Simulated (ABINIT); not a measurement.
# Excitons of AgCl (Fm-3m) on ever denser meshes

How far does the k mesh set the exciton binding of AgCl (Fm-3m)?

Program: ABINIT 10.8.3. Level of theory: PBE and many-body steps on it, plane waves. Results are calculated unless marked as measured.

### Step 1. Set-up

The structure is cubic, space group Fm-3m (No. 225). Conventional cell: a = 5.597 Å, b = 5.597 Å, c = 5.597 Å, α = 90.00°, β = 90.00°, γ = 90.00°. Ag has 6 Cl at 2.80 Å nearest. Nearest to Cl lie 6 Ag at 2.80 Å. Farther neighbours and most contacts between anions are not listed.

 The runs that relaxed it are not among those shown.

### Step 2. Empty states on the mesh, 4×4×4 mesh, 105 bands

This step: ABINIT 10.8.3; DFT, PBE, plane waves, norm-conserving pseudopotentials.

The sums over transitions need many empty states on a uniform mesh; this step solves for them.

File run.abi:

```
acell 3*1.0 Angstrom
rprim 
  0.000000000000 2.798500000000 2.798500000000
  2.798500000000 0.000000000000 2.798500000000
  2.798500000000 2.798500000000 -0.000000000000
ntypat 2
znucl 47 17
natom 2
typat 1 2
xred 
  0.000000000000 0.000000000000 0.000000000000
  0.500000000000 0.500000000000 0.500000000000
pp_dirpath "pseudos"
pseudos "Ag.upf, Cl.upf"
ecut 37
ngkpt 4 4 4
nshiftk 1
shiftk 0 0 0
kptopt 1
chksymbreak 0
irdden 1
istwfk *1
nband 105
prtvol 0
optdriver 6
gwr_task "HDIAGO"
paral_kgb 0
occopt 1
indata_prefix "in"
outdata_prefix "out"
tmpdata_prefix "tmp"
```

Started as:

```bash
OMP_NUM_THREADS=1 mpirun -n 8 abinit run.abi > log
```

The program printed:

```text
.Version 10.8.3 of ABINIT. v10.8.2 released Aug 2026.

 Symmetries : space group Fm -3 m (#225); Bravais cF (face-center cubic)
[... echo of the input left out ...]
== DATASET  1 ==================================================================
-   mpi_nproc: 8, omp_nthreads: 1 (-1 if OMP is not activated)

--- !DatasetInfo
iteration_state: {dtset: 1, }
dimensions: {natom: 2, nkpt: 8, mband: 105, nsppol: 1, nspinor: 1, nspden: 1, mpw: 3218, }
cutoff_energies: {ecut:  37.0, pawecutdg:  -1.0, }
[...]
Indirect band gap semiconductor
 Fundamental gap:     0.921 (eV)
   VBM:     4.308 (eV) at k: [ 5.0000E-01,  0.0000E+00,  0.0000E+00]
   CBM:     5.229 (eV) at k: [ 0.0000E+00,  0.0000E+00,  0.0000E+00]
 Direct gap:         3.124 (eV) at k: [ 0.0000E+00,  0.0000E+00,  0.0000E+00]

== END DATASET(S) ==============================================================
================================================================================

 -outvars: echo values of variables after computation  --------
           etotal      0.0000000000E+00
            nband         105
             nkpt           8
          spgroup         225
 [... the other variables as echoed above ...]

 Calculation completed.
```

It took 24 s on 8 MPI ranks of Arm Neoverse V2, shared host; peak memory 4.8 GiB.

Numbers from this step:

- gap: 0.9214 eV
- k of the valence top: 0.5, 0, 0
- k of the conduction bottom: 0, 0, 0
- least direct gap: 3.124 eV
- k points computed: 8
- lowest point of the top converged band, above the valence top: 81.0613 eV

On this mesh the gap is 0.921 eV.

The density comes from a self-consistent run that is not shown.

### Step 3. Screening, 4×4×4 mesh, 97 bands, screening to 149.7 eV

The RPA dielectric matrix is built and inverted for each q.

This step: RPA screening on PBE, plane waves, norm-conserving pseudopotentials.

Changes to run.abi since step 2:

```diff
@@ -20,10 +20,11 @@
 chksymbreak 0
-irdden 1
 istwfk *1
-nband 105
-prtvol 0
-optdriver 6
-gwr_task "HDIAGO"
-paral_kgb 0
 occopt 1
+irdwfk 1
+optdriver 3
+nband 97
+ecuteps 5.5
+inclvkb 2
+awtr 1
+symchi 1
 indata_prefix "in"
```

The program printed:

```text
.Version 10.8.3 of ABINIT. v10.8.2 released Aug 2026.

 Symmetries : space group Fm -3 m (#225); Bravais cF (face-center cubic)
[... echo of the input left out ...]
== DATASET  1 ==================================================================
-   mpi_nproc: 8, omp_nthreads: 1 (-1 if OMP is not activated)

--- !DatasetInfo
iteration_state: {dtset: 1, }
dimensions: {natom: 2, nkpt: 8, mband: 97, nsppol: 1, nspinor: 1, nspden: 1, mpw: 3218, }
cutoff_energies: {ecut:  37.0, pawecutdg:  -1.0, }
[...]
--------------------------------------------------------------------------------
[... chi0 elements left out ...]
 For q-point:  0.000010 0.000020 0.000030
  dielectric constant =   5.1760
  dielectric constant without local fields =   5.6231

  Average fulfillment of the sum rule on Im[epsilon] for q-point    1 :     62.50  [%]
[... wings left out ...]
  q-point number  2        q = ( 0.250000, 0.000000, 0.000000) [r.l.u.]
--------------------------------------------------------------------------------
[... chi0 elements left out ...]
  Average fulfillment of the sum rule on Im[epsilon] for q-point    2 :     75.78  [%]

 [... 6 further q-points ...]
```

It took 10 s on 8 MPI ranks; peak memory 1.2 GiB; 81 s of CPU time.

Numbers from this step:

| Item | Value |
| --- | --- |
| ε∞ with local fields, on this mesh, along the program's q direction | 5.176 |
| the same without local fields | 5.623 |
| plasma frequency | 28.60 eV |
| plane waves in the screening matrix | 169 |

Local fields lower ε∞ by 8 %. On a Γ-centred mesh this coarse the value itself is usually too large, while a short band sum pulls it down.

### Step 4. Self-energy, 4×4×4 mesh, 97 bands, screening to 149.7 eV

The self-energy is evaluated for the states that the input lists, and the levels follow from it, in one-shot runs by the linearised quasiparticle equation.

This step: G0W0 on PBE, plane waves, norm-conserving pseudopotentials.

Changes to run.abi since step 3:

```diff
@@ -23,8 +23,17 @@
 irdwfk 1
-optdriver 3
+optdriver 4
 nband 97
+gwcalctyp 0
+ecutsigx 37
+symsigma 1
+nkptgw 2
+kptgw 
+  0.5000000000 0.0000000000 0.0000000000
+  0.0000000000 0.0000000000 0.0000000000
+bdgw 
+  12 15
+  11 17
 ecuteps 5.5
-inclvkb 2
-awtr 1
-symchi 1
+irdscr 1
+ppmodel 1
 indata_prefix "in"
```

The program printed:

```text
.Version 10.8.3 of ABINIT. v10.8.2 released Aug 2026.

 Symmetries : space group Fm -3 m (#225); Bravais cF (face-center cubic)
[... echo of the input left out ...]
== DATASET  1 ==================================================================
-   mpi_nproc: 8, omp_nthreads: 1 (-1 if OMP is not activated)

--- !DatasetInfo
iteration_state: {dtset: 1, }
dimensions: {natom: 2, nkpt: 8, mband: 97, nsppol: 1, nspinor: 1, nspden: 1, mpw: 3218, }
cutoff_energies: {ecut:  37.0, pawecutdg:  -1.0, }
[...]
Band     E0 <VxcDFT>   SigX SigC(E0)      Z dSigC/dE  Sig(E)    E-E0       E
[...]
16  15.026 -12.071  -6.770  -4.347   0.821  -0.217 -11.287   0.784  15.810
       17  15.026 -12.071  -6.770  -4.347   0.821  -0.217 -11.287   0.784  15.810

== END DATASET(S) ==============================================================
================================================================================

 -outvars: echo values of variables after computation  --------
           etotal      0.0000000000E+00
            nband          97
             nkpt           8
          spgroup         225
 [... the other variables as echoed above ...]

 Calculation completed.
```

The job ended after 4.2 s (8 MPI ranks; peak memory 1.3 GiB).

Numbers from this step:

| Property | Result |
| --- | --- |
| G0W0 gap on the points computed | 2.13 eV |
| starting gap on the mesh | 0.9214 eV |
| k of the valence top | 0.5, 0, 0 |
| k of the conduction bottom | 0, 0, 0 |
| least direct G0W0 gap on the computed points | 4.545 eV |

The gap on the mesh goes from 0.92 eV to 2.13 eV, a correction of +1.21 eV.

The gap opens by 1.209 eV; the next steps shift the empty bands rigidly by 1.209 eV. The least direct G0W0 gap is 4.545 eV, so this shift leaves the direct transitions −0.21 eV off.

### Step 5. Excitons

Light makes an electron and a hole together. The Bethe-Salpeter equation adds their screened attraction and their exchange, in a window of bands around the gap.

This step: Bethe-Salpeter equation on PBE with a scissors shift, plane waves, norm-conserving pseudopotentials.

Changes to run.abi since step 4:

```diff
@@ -23,17 +23,17 @@
 irdwfk 1
-optdriver 4
-nband 97
-gwcalctyp 0
-ecutsigx 37
-symsigma 1
-nkptgw 2
-kptgw 
-  0.5000000000 0.0000000000 0.0000000000
-  0.0000000000 0.0000000000 0.0000000000
-bdgw 
-  12 15
-  11 17
-ecuteps 5.5
+optdriver 99
+bs_calctype 1
+mbpt_sciss 1.209 eV
+bs_loband 6
+nband 15
+bs_exchange_term 1
+bs_coulomb_term 11
+bs_coupling 0
+bs_algorithm 1
+bs_freq_mesh 0 10 0.1 eV
+zcut 0.15 eV
+ecuteps 4
+ecutwfn 18.5
+inclvkb 2
 irdscr 1
-ppmodel 1
 indata_prefix "in"
```

The program printed:

```text
.Version 10.8.3 of ABINIT. v10.8.2 released Aug 2026.

 Symmetries : space group Fm -3 m (#225); Bravais cF (face-center cubic)
[... echo of the input left out ...]
== DATASET  1 ==================================================================
-   mpi_nproc: 8, omp_nthreads: 1 (-1 if OMP is not activated)

--- !DatasetInfo
iteration_state: {dtset: 1, }
dimensions: {natom: 2, nkpt: 8, mband: 15, nsppol: 1, nspinor: 1, nspden: 1, mpw: 1158, }
cutoff_energies: {ecut:  18.5, pawecutdg:  -1.0, }
electrons: {nelect:   2.60000000E+01, charge:   0.00000000E+00, occopt:   1.00000000E+00, tsmear:   1.00000000E-02, }

 Exciton: Calculation of dielectric properties by solving the Bethe-Salpeter equation
 in frequency domain and reciprocal space on a transitions basis set.
 Based on a program developed by L. Reining, V. Olevano, F. Sottile,
 S. Albrecht, and G. Onida. Incorporated in ABINIT by M. Giantomassi.

.Using double precision arithmetic ; gwpc =  8

[... cell and pseudopotentials left out ...]
--------------------------------------------------------------------------------

 ==== K-mesh for the wavefunctions ====
 Number of points in the irreducible wedge :     8
[... list of points left out ...]
 Together with 48 symmetry operations and time-reversal symmetry
 yields    64 points in the full Brillouin Zone.

 ==== Q-mesh for the screening function ====
 Number of points in the irreducible wedge :     8
[... list of points left out ...]
 Together with 48 symmetry operations and time-reversal symmetry
 yields    64 points in the full Brillouin Zone.

 vcoul_init : cutoff-mode = AUXILIARY_FUNCTION
 q-points for optical limit:   1
     1)      0.000010    0.000020    0.000030
 setmesh: FFT mesh size selected  =    24x   24x   24
          total number of points  =        13824

 ==== Fundamental parameters for the solution of the Bethe-Salpeter equation: ====
 Algorithm: Direct diagonalization.
 Dimension of the v, W matrices,  npweps  = 113
 Cutoff for the wavefunctions,    npwwfn  = 1139
 Number of k-points in the IBZ,   nkibz   = 8
 Highest empty band included,     nband   = 15
 === Spin UP ===
 Number of resonant transitions          1024
 Lowest occupied state                   6
 Highest occupied state                  13
 Lowest unoccupied state                 14
 Highest unoccupied state                15
 Minimum frequency [eV]           Emin    =   0.00
 Maximum frequency [eV]           Emax    =  10.00
 Frequency step [eV]              dE      =   0.10
 Lorentzian broadening [eV]       eta     =   0.15
 RPA L0 with KS energies and KS wavefunctions
 Scissors operator energy [eV] =          1.21
 Local fields effects (v term) included
 Excitonic effects (W term) included
 Full W_GG' included
 W is read from an external SCR file
 Resonant-only calculation (Hermitian case)

 Calculating epsilon_Macro(q-->0,w), along the following directions:
 q = (  0.971882  0.000000  0.000000) [r.l.u.]
 q = (  0.000000  0.971882  0.000000) [r.l.u.]
 q = (  0.000000  0.000000  0.971882) [r.l.u.]
 q = (  0.000000  0.841675  0.841675) [r.l.u.]
 q = (  0.841675  0.000000  0.841675) [r.l.u.]
 q = (  0.841675  0.841675  0.000000) [r.l.u.]
 Number of electrons calculated from density =   25.9693; Expected =   26.0000
 average of density, n =  0.087793
 r_s =    1.3958
 omega_plasma =   28.5815 [eV]

. Writing resonant excitonic Hamiltonian on file out_BSR; file size=   0.01 [Gb].
 Direct diagonalization of the resonant excitonic Hamiltonian, Matrix size= 1024
. Using LAPACK sequential version.
 Excitonic eigenvalues in eV up to n=   32
   3.77221   3.77272   3.77288   3.79632   3.79748   3.88756   3.88870   3.88893
   4.20692   4.20949   4.27041   4.27379   4.27547   4.34144   4.34390   4.34410
   4.34555   4.34629   4.34683   4.37716   4.37750   4.37766   4.39710   4.39714
   4.78441   4.83365   4.84221   4.89570   4.89605   4.89935   4.95824   4.96315

 First excitonic eigenvalue=    3.77 [eV]
 Last  excitonic eigenvalue=   13.76 [eV]

 GW  direct gap       4.33  0.00 [eV]
 EXC direct gap       3.77  0.00 [eV]
 EXC binding energy   0.56  0.00 [eV]

 Excitonic eigenvalues up to the GW energy gap [eV]
  1 (  3.77  0.00)
  2 (  3.77  0.00)
  3 (  3.77  0.00)
  4 (  3.80  0.00)
  5 (  3.80  0.00)
  6 (  3.89  0.00)
[...]
11 (  4.27  0.00)
 12 (  4.27  0.00)
 13 (  4.28  0.00)

 Macroscopic dielectric function:
 omega [eV] <KS_RPA_nlf>  <GW_RPA_nlf>  <BSE>
   0.0000   4.2376   0.0000   3.6006   0.0000   4.0279   0.0000
   0.1000   4.2392   0.0046   3.6013   0.0021   4.0291   0.0036
   0.2000   4.2437   0.0092   3.6034   0.0043   4.0326   0.0072
   0.3000   4.2513   0.0138   3.6070   0.0065   4.0386   0.0108
   0.4000   4.2621   0.0186   3.6120   0.0087   4.0470   0.0145
   0.5000   4.2760   0.0235   3.6185   0.0109   4.0579   0.0183
   0.6000   4.2933   0.0286   3.6265   0.0132   4.0713   0.0222
   0.7000   4.3140   0.0340   3.6360   0.0155   4.0873   0.0262
   0.8000   4.3383   0.0396   3.6471   0.0179   4.1061   0.0304
   0.9000   4.3665   0.0456   3.6598   0.0204   4.1278   0.0349

 Writing KS-RPA macroscopic dielectric function without local fields to file: out_RPA_NLF_MDF
 Writing GW-RPA macroscopic dielectric function without local fields to file: out_GW_NLF_MDF
 Writing EXC Macroscopic dielectric function to file: out_EXC_MDF

== END DATASET(S) ==============================================================
================================================================================

 -outvars: echo values of variables after computation  --------
           etotal      0.0000000000E+00
            nband          15
             nkpt           8
          spgroup         225
 [... the other variables as echoed above ...]

 Calculation completed.
```

It took 16 s on 8 MPI ranks; peak memory 0.69 GiB; 2.1 min of CPU time.

Numbers from this step:

```
direct gap of the transition levels                            : 4.333 eV
transitions in the window                                      : 1024
first strong exciton (over a fiftieth of the strongest listed) : 3.772 eV
lowest state                                                   : 3.772 eV
binding of the lowest state below the direct gap               : 0.5608 eV
Coulomb term of one mesh cell                                  : 0.5602 eV
```

The binding is 1.0 times the screened Coulomb term of one mesh cell (0.56 eV), so it is not shown settled.

The lowest state lies at 3.772 eV, 0.561 eV under the direct gap.

Lines within 3 meV are set at the lowest of them, and the highest group, which the list may cut short, is left out. Lines of the exciton spectrum (strongest = 100):

```csv
position (eV),lines merged,"oscillator strength, relative"
3.772,3,100
3.796,2,0.2
3.888,3,0.1
4.207,2,0.1
4.270,1,45
4.274,2,87
```

Mean over the three Cartesian directions of q; broadening 0.15 eV; transition window only. Limits: finite bands, cutoff and mesh; d shell near the gap, gap tends to lie low; no spin-orbit coupling; coarse k mesh; exciton not shown settled in the k mesh. The ε₂ by photon energy; read off at these points:

```csv
photon energy (eV),BSE,no electron-hole interaction,"Kohn-Sham, no shift"
0.00,0,0,0
0.30,0.0108,0.0065,0.0138
0.50,0.0183,0.0109,0.0235
0.80,0.0305,0.0179,0.0396
1.10,0.0445,0.0256,0.0589
1.40,0.0615,0.0344,0.0838
1.60,0.0754,0.0412,0.105
1.90,0.102,0.0532,0.152
2.20,0.141,0.0684,0.230
2.40,0.178,0.0812,0.323
2.70,0.265,0.107,0.658
3.00,0.441,0.144,2.48
3.20,0.695,0.182,3.55
3.50,2.02,0.276,4.27
3.80,7.54,0.496,5.38
4.10,5.28,1.39,2.44
4.30,9.56,3.81,4.21
4.60,2.60,2.85,3.51
4.90,3.83,8.64,13.4
5.10,3.50,3.40,7.99
5.40,7.55,3.07,3.56
5.60,12.3,3.81,2.07
5.70,8.65,3.15,2.13
5.90,3.94,4.88,3.44
6.20,2.03,12.7,5.32
6.50,2.73,4.62,3.14
6.70,5.77,2.57,1.50
6.80,5.30,2.09,1.18
7.00,2.90,2.45,0.928
7.30,1.48,6.51,1.27
7.60,0.822,3.99,3.99
7.80,0.786,2.29,3.03
8.10,1.99,1.06,2.83
8.30,3.60,0.894,4.11
8.40,2.91,0.976,4.50
8.60,3.18,1.83,2.77
8.90,2.94,3.49,1.32
9.20,2.45,3.27,0.801
9.50,1.14,4.02,0.862
9.70,0.802,3.80,1.61
10.00,0.664,1.79,1.80
```

### Step 6. Triplet (no exchange term)

Changes to run.abi since step 5:

```diff
@@ -28,3 +28,3 @@
 nband 15
-bs_exchange_term 1
+bs_exchange_term 0
 bs_coulomb_term 11
@@ -32,3 +32,3 @@
 bs_algorithm 1
-bs_freq_mesh 0 10 0.1 eV
+bs_freq_mesh 0 8 0.05 eV
 zcut 0.15 eV
```

The program printed:

```text
.Version 10.8.3 of ABINIT. v10.8.2 released Aug 2026.

 Symmetries : space group Fm -3 m (#225); Bravais cF (face-center cubic)
[... echo of the input left out ...]
== DATASET  1 ==================================================================
-   mpi_nproc: 8, omp_nthreads: 1 (-1 if OMP is not activated)

--- !DatasetInfo
iteration_state: {dtset: 1, }
dimensions: {natom: 2, nkpt: 8, mband: 15, nsppol: 1, nspinor: 1, nspden: 1, mpw: 1158, }
cutoff_energies: {ecut:  18.5, pawecutdg:  -1.0, }
electrons: {nelect:   2.60000000E+01, charge:   0.00000000E+00, occopt:   1.00000000E+00, tsmear:   1.00000000E-02, }

 Exciton: Calculation of dielectric properties by solving the Bethe-Salpeter equation
 in frequency domain and reciprocal space on a transitions basis set.
 Based on a program developed by L. Reining, V. Olevano, F. Sottile,
 S. Albrecht, and G. Onida. Incorporated in ABINIT by M. Giantomassi.

.Using double precision arithmetic ; gwpc =  8

[... cell and pseudopotentials left out ...]
--------------------------------------------------------------------------------

 ==== K-mesh for the wavefunctions ====
 Number of points in the irreducible wedge :     8
[... list of points left out ...]
 Together with 48 symmetry operations and time-reversal symmetry
 yields    64 points in the full Brillouin Zone.

 ==== Q-mesh for the screening function ====
 Number of points in the irreducible wedge :     8
[... list of points left out ...]
 Together with 48 symmetry operations and time-reversal symmetry
 yields    64 points in the full Brillouin Zone.

 vcoul_init : cutoff-mode = AUXILIARY_FUNCTION
 q-points for optical limit:   1
     1)      0.000010    0.000020    0.000030
 setmesh: FFT mesh size selected  =    24x   24x   24
[...]
average of density, n =  0.087793
 r_s =    1.3958
 omega_plasma =   28.5815 [eV]

. Writing resonant excitonic Hamiltonian on file out_BSR; file size=   0.01 [Gb].
 Direct diagonalization of the resonant excitonic Hamiltonian, Matrix size= 1024
. Using LAPACK sequential version.
 Excitonic eigenvalues in eV up to n=   32
   3.70086   3.70429   3.74600   3.74671   3.74692   3.83174   3.83472   3.83515
   4.13084   4.13453   4.24762   4.25161   4.25340   4.34066   4.34315   4.34333
   4.34551   4.34625   4.34676   4.36162   4.36310   4.36335   4.39709   4.39713
   4.67508   4.69460   4.73753   4.73884   4.74193   4.89210   4.95244   4.95823

 First excitonic eigenvalue=    3.70 [eV]
 Last  excitonic eigenvalue=   13.72 [eV]

 GW  direct gap       4.33  0.00 [eV]
 EXC direct gap       3.70  0.00 [eV]
 EXC binding energy   0.63  0.00 [eV]

 Excitonic eigenvalues up to the GW energy gap [eV]
  1 (  3.70  0.00)
  2 (  3.70  0.00)
  3 (  3.75  0.00)
[...]
12 (  4.25  0.00)
 13 (  4.25  0.00)

 Macroscopic dielectric function:
 omega [eV] <KS_RPA_nlf>  <GW_RPA_nlf>  <BSE>
   0.0000   4.2376   0.0000   3.6006   0.0000   4.0800   0.0000
   0.0500   4.2380   0.0023   3.6008   0.0011   4.0803   0.0019
   0.1000   4.2392   0.0046   3.6013   0.0021   4.0812   0.0037
[...]
0.4000   4.2621   0.0186   3.6120   0.0087   4.0998   0.0151
   0.4500   4.2686   0.0210   3.6151   0.0098   4.1051   0.0170

 Writing KS-RPA macroscopic dielectric function without local fields to file: out_RPA_NLF_MDF
 Writing GW-RPA macroscopic dielectric function without local fields to file: out_GW_NLF_MDF
 Writing EXC Macroscopic dielectric function to file: out_EXC_MDF

== END DATASET(S) ==============================================================
================================================================================

 -outvars: echo values of variables after computation  --------
           etotal      0.0000000000E+00
            nband          15
             nkpt           8
          spgroup         225
 [... the other variables as echoed above ...]

 Calculation completed.
```

Elapsed: 16 s, on 8 MPI ranks; peak memory 0.69 GiB; 2.1 min of CPU time.

The lowest triplet lies at 3.701 eV; triplets are dark, so no spectrum is read.

(Part 1 of 3 ends here.)

[Paths, hosts, dates, memory and timing lines, banners, echoed tables and standing remarks are left out of the program output.]

[Logs are printed without paths, hosts, clocks, repeated set-up lines and the standing remarks that a program may print on its own settings, such as how far it seeks lower states.]

[Runs of the session that timed out or met a known fault of the program may be left out.]

[No measured gap is set beside runs whose start may be inverted or whose files or cutoffs have a known fault.]

[Hosts, paths, dates, database ids (printed as entryN), source tags and the programs' standing remarks are cut or masked in the printed files.]

[G0W0 gaps are taken among the corrected bands and points alone; a level outside them can change the order at an edge.]

[Where Ansatz stands beside ABINIT at settings called matched, ABINIT's density can come from a denser mesh and the files from another edition; pairs whose starting gaps differed by over 0.03 eV were left out, so agreement reads better than it is.]
